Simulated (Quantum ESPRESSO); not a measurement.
The O K edge of atom 3 in LaTiO3 (Pm-3m), with 2 Ti at 1.96 Å (linear, site symmetry 4/mmm), was computed in 2 ways: excited-electron core hole (neutral cell) and no core hole. Program and functional: Quantum ESPRESSO XSpectra, PBEsol, without spin-orbit coupling, Lorentzian half width 0.3 eV up to 4 eV, rising linearly to 2.5 eV at 25 eV; cells of 5 and 10 atoms (the run without a hole in the smaller).

Each run is counted from its own lowest empty level or Fermi level and scaled to a mean of 1 over its first 20 eV.

```tsv
E (eV)	run 1	run 2
-2.0	0.05	0.07
-1.5	0.07	0.10
-1.0	0.09	0.16
-0.5	0.15	0.32
0.0	0.36	1.07
0.5	0.70	1.79
1.0	1.05	1.61
1.5	1.74	1.39
2.0	1.34	1.46
2.5	1.36	1.97
3.0	1.69	1.97
3.5	1.92	1.65
4.0	2.26	1.21
4.5	1.99	0.99
5.0	1.39	0.92
5.5	1.15	0.70
6.0	0.95	0.52
6.5	0.71	0.49
7.0	0.63	0.54
7.5	0.62	0.62
8.0	0.66	0.66
8.5	0.65	0.70
9.0	0.59	0.80
9.5	0.59	0.93
10.0	0.67	1.06
10.5	0.77	1.17
11.0	0.84	1.25
11.5	0.95	1.28
12.0	1.05	1.25
12.5	1.12	1.19
13.0	1.15	1.12
13.5	1.15	1.02
14.0	1.10	0.91
14.5	1.02	0.81
15.0	0.93	0.75
15.5	0.85	0.71
16.0	0.80	0.71
16.5	0.77	0.70
17.0	0.76	0.71
17.5	0.75	0.71
18.0	0.74	0.71
18.5	0.72	0.70
19.0	0.70	0.68
19.5	0.68	0.65
20.0	0.64	0.62
20.5	0.61	0.59
21.0	0.58	0.57
21.5	0.55	0.55
22.0	0.53	0.53
22.5	0.51	0.52
23.0	0.49	0.52
23.5	0.48	0.53
24.0	0.47	0.54
24.5	0.47	0.56
25.0	0.48	0.58
25.5	0.49	0.61
26.0	0.50	0.64
26.5	0.52	0.67
27.0	0.54	0.70
27.5	0.56	0.73
28.0	0.59	0.75
28.5	0.61	0.76
29.0	0.63	0.76
29.5	0.64	0.76
30.0	0.66	0.76
30.5	0.66	0.75
31.0	0.67	0.75
31.5	0.67	0.74
32.0	0.66	0.73
```

Q: Which run is which?

Run 1: no core hole (area from −2 to 6 eV 8.9, main maxima 1.6 eV (1.78), 4.2 eV (2.29), 8.2 eV (0.67) and 13.2 eV (1.16)). Run 2: excited-electron core hole (neutral cell) (area from −2 to 6 eV 8.8, main maxima 0.4 eV (1.82), 1.2 eV (1.67), 2.7 eV (2.02) and 11.5 eV (1.28)). With each curve scaled to its own mean, the area from −2 to 6 eV with the hole is 8.8 against 8.9, and the centre of weight from −1 to 20 eV moves by -0.3 eV (first and strongest maxima below 20 eV: 1.6 eV (1.78), 4.2 eV (2.29) and 13.2 eV (1.16) without the hole, 0.4 eV (1.82), 1.2 eV (1.67) and 2.7 eV (2.02) with it); the shape changes all the same, by 36 % r.m.s.

[Banner, clock and machine lines of the logs are left out without a mark of their own.]

[Logs are printed without paths, hosts, clocks, repeated set-up lines and the standing remarks that a program may print on its own settings, such as how far it seeks lower states.]

[Hosts, paths, dates, database ids (printed as entryN), source tags and the programs' standing remarks are cut or masked in the printed files.]

[Lists of maxima count a maximum above −3 eV only where it reaches 4 % of the highest in the window and stands out from its surroundings by 2 % of it (1.5 % where it reaches 55 %); shoulders and weaker maxima are passed over, and of the rest the first, up to two pre-edge ones and the few strongest are named.]
